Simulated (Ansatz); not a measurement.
# Does disorder add resistance in series? Na(100) layers displaced at 300 K

Two lengths of the disordered region are known. What area resistance does the third give?

Set-up. Ansatz 0.2.0, plane waves with PAW datasets at their recommended cutoffs (420 eV for most), Fermi-Dirac smearing; ballistic transmission by layer matching. The area resistance is RA = A (h/2e²)(1/T − 1/N), with T the zone-mean transmission per spin and N the lead's channels, both averaged over a few energies near the Fermi level; for magnets each spin is taken apart, with h/e², and the two conduct in parallel. Lateral cell 2x2, PBE, a fresh random draw for each length. Atoms are displaced independently, by 0.277 Å r.m.s. per direction; each RA is scaled by the nominal over the drawn mean square displacement.

Results; the value marked ? is to be predicted:

| length (Å) | channels N | RA (fΩ m²) |
| --- | --- | --- |
| 8.58 | 4.917 | 0.0958 |
| 17.2 | 4.917 | 0.187 |
| 25.7 | 4.880 | ? |

**Fit on the rows shown.**

Ohm's law makes RA linear in the length: the slope is (0.187 − 0.0958)/(17.2 − 8.58) = 0.0106 fΩ m² per Å, or 11 µΩ cm. Then 0.187 + 0.0106 × 8.58. Predicted: 0.278 fΩ m².

**The withheld run.**

0.416 fΩ m², so the prediction is 33 % too low. The three lengths together give 19 µΩ cm. Single draws scatter; these runs don't part the causes of the miss, and leave the question open.

**Limits.** The scatterers repeat sideways with the small cell. The slope is a raw one; a model of isotropic scattering puts it 1.12 times the bulk value over these lengths.
